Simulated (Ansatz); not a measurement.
# Sr on Ag(100): change of the work function, part 2 of 2

Aim: the work function of Ag(100) at several coverages of Sr (hollow site), and the dipole that each adsorbate carries.

Ansatz 0.2.0; plane-wave DFT, PBE, Ansatz PAW (the session's first sound run).

So far, work function, upper face (eV): step 2 (the clean slab) 4.20; step 3 (17 atoms, coverage 0.25 ML, cell 2x2) 2.31; step 4 (18 atoms, coverage 0.5 ML, cell 2x2) 2.89.

## (5) Work function against coverage

This step: plane-wave DFT, PBE, Ansatz PAW; work function against coverage (Ansatz 0.2.0).

The runs are now put side by side.

This step gave:

* work function of the clean face: 4.204 eV
* largest change of the work function: -1.896 eV

The work function of the covered face by coverage:

| coverage (adsorbates/nm²) | work function of the covered face (eV) |
| --- | --- |
| 0.00 | 4.20 |
| 2.99 | 2.31 |
| 5.98 | 2.89 |

The dipole per adsorbate comes from the change of the cell's dipole. Coverage, by row:

| coverage (1/nm²) | coverage (ML) | work function (eV) | change (eV) | dipole per adsorbate, positive end outwards (debye) | mean height of the added atoms over the highest substrate atom (Å) |
| --- | --- | --- | --- | --- | --- |
| 2.989 | 0.25 | 2.308 | -1.896 | 1.714 | 2.396 |
| 5.978 | 0.5 | 2.895 | -1.309 | 0.597 | 2.548 |

## (6) The 0.25 ML cell at another level of theory, cutoff 420 eV, functional PBEsol

This step: plane-wave DFT, PBEsol, Ansatz PAW (Ansatz 0.2.0).

System of this step: Sr/Ag(100). The cell holds 17 atoms: 16 Ag and 1 Sr. Its edges and angles: a = 5.784 Å, b = 5.784 Å, c = 27.160 Å, α = 90.0°, β = 90.0°, γ = 90.0°. Vacuum lies along c.

The geometry is kept and the functional is PBEsol.

input.yaml

```yaml
crystal:
  lattice:
    - [5.7841334702, 0.0, 0.0]
    - [0.0, 5.7841334702, 0.0]
    - [0.0, 0.0, 27.1597827567]
  atoms:
    - { symbol: Ag, position: [0.25, 0.25, 0.3313723118] }
    - { symbol: Ag, position: [0.0, 0.0, 0.4066674648] }
    - { symbol: Ag, position: [0.25, 0.25, 0.4850817876] }
    - { symbol: Ag, position: [-0.0031782275, -0.0031782275, 0.5627480487] }
    - { symbol: Ag, position: [0.25, 0.75, 0.3313723118] }
    - { symbol: Ag, position: [0.0, 0.5, 0.4066674648] }
    - { symbol: Ag, position: [0.25, 0.75, 0.4847544034] }
    - { symbol: Ag, position: [-0.0031782275, 0.5031782275, 0.5627480487] }
    - { symbol: Ag, position: [0.75, 0.25, 0.3313723118] }
    - { symbol: Ag, position: [0.5, 0.0, 0.4066674648] }
    - { symbol: Ag, position: [0.75, 0.25, 0.4847544034] }
    - { symbol: Ag, position: [0.5031782275, -0.0031782275, 0.5627480487] }
    - { symbol: Ag, position: [0.75, 0.75, 0.3313723118] }
    - { symbol: Ag, position: [0.5, 0.5, 0.4066674648] }
    - { symbol: Ag, position: [0.75, 0.75, 0.4839305492] }
    - { symbol: Ag, position: [0.5031782275, 0.5031782275, 0.5627480487] }
    - { symbol: Sr, position: [0.25, 0.25, 0.650974324] }
kpoints:
  mp_grid: { grid: [5, 5, 1] }
hamiltonian:
  xc: pbesol
scf:
  occupations: { method: fermi_dirac, width: 0.1 }
  convergence: { dr2_threshold: 1.0e-08 }
efield:
  axis: 3
  dipole_correction: true
  ramp_position: 0.97
  ramp_width: 0.06
output:
  write_potential: true
  write_density: true
  volumetric_format: npy
```

On the command line:

```sh
$ ansatz run input.yaml --threads 4 --pin off --max-ram 12288MiB --backend cpu --events-out ev --progress --plain --runs-dir out
```

Elapsed: 59 s, on 4 threads of Arm Neoverse V1, shared host; peak memory 3.5 GiB; 3.9 min of CPU time.

This step gave:

* energy at zero smearing: -123843.8057 eV
* work function, upper face: 2.307 eV
* work function, lower face: 4.355 eV
* dipole along the normal: 0.3786 e·Å
* step between the vacuum levels: -2.048 eV

The work function comes to 2.31 eV, -0.00 eV from the first level.

## (7) The 0.25 ML cell at another level of theory, cutoff 420 eV, functional RPBE

This step: plane-wave DFT, RPBE, Ansatz PAW (Ansatz 0.2.0).

The geometry is kept and the functional is RPBE.

Changes to input.yaml since step 6:

```diff
@@ -26,3 +26,3 @@
 hamiltonian:
-  xc: pbesol
+  xc: rpbe
 scf:
```

Run time: 61 s. Hardware: 4 threads; peak memory 3.5 GiB; 4 min of CPU time.

Numbers from this step:

* energy at zero smearing: -125125.0659 eV
* work function, upper face: 2.235 eV
* work function, lower face: 4.026 eV
* dipole along the normal: 0.3311 e·Å
* step between the vacuum levels: -1.791 eV

The work function comes to 2.24 eV, -0.07 eV from the first level.

## (8) The 0.25 ML cell at another level of theory, cutoff 1380 eV, functional PBE

This step: plane-wave DFT, PBE, JTH PAW (Ansatz 0.2.0).

The geometry is kept and the functional is PBE; other changes against the main runs: JTH PAW files and cutoff 420 → 1380.

Changes to input.yaml since step 7:

```diff
@@ -26,3 +26,4 @@
 hamiltonian:
-  xc: rpbe
+  xc: pbe
+  pseudopotentials: { kind: paw, source: jth }
 scf:
```

Wall time 4.1 min (4 threads); peak memory 8.1 GiB; 16 min of CPU time.

The work function comes to 2.31 eV, +0.00 eV from the first level.

## (9) The 0.25 ML cell at another level of theory, cutoff 960 eV, functional PBE

This step: plane-wave DFT, PBE, norm-conserving (Ansatz 0.2.0).

The geometry is kept and the functional is PBE; other changes against the main runs: norm-conserving files and cutoff 420 → 960.

Changes to input.yaml since step 8:

```diff
@@ -27,3 +27,3 @@
   xc: pbe
-  pseudopotentials: { kind: paw, source: jth }
+  pseudopotentials: { kind: nc }
 scf:
```

The job ended after 3.4 min (4 threads; peak memory 10 GiB; 13 min of CPU time).

The work function comes to 2.31 eV, +0.00 eV from the first level.

## (10) Side by side

Times are for 4 threads of Arm Neoverse V1, shared host. The series side by side:

| no. | functional | work function, upper face (eV) | dipole along the normal (e·Å) | time | memory (GiB) |
| --- | --- | --- | --- | --- | --- |
| 1 | pbesol | 2.307 | 0.3786 | 59 s | 3.5 |
| 2 | rpbe | 2.235 | 0.3311 | 61 s | 3.5 |
| 3 | pbe | 2.312 | 0.3537 | 4.1 min | 8.1 |
| 4 | pbe | 2.309 | 0.3548 | 3.4 min | 10 |

## (11) Outcome

```
work function of the clean face                        : 4.20 eV
work function at 0.25 ML                               : 2.31 eV
work function at 0.5 ML                                : 2.89 eV
dipole per adsorbate at 0.25 ML, positive end outwards : 1.71 D
```

Sr lowers the work function of Ag(100) at the lowest coverage, by 1.90 eV: the adsorbate layer has its positive end outwards. The slab has 4 layers, at the tabulated experimental lattice constant, one starting site was run, and quantum-size effects of a slab this thin can reach one or two tenths of an eV.

[Logs are printed without paths, hosts, clocks, repeated set-up lines and the standing remarks that a program may print on its own settings, such as how far it seeks lower states.]

[Hosts, paths, dates, database ids (printed as entryN), source tags and the programs' standing remarks are cut or masked in the printed files.]

[Maps of the electrostatic potential energy from Ansatz leave out the sawtooth potential of an applied field or a dipole correction, so their vacuum need not be flat; planar profiles and work functions include it.]
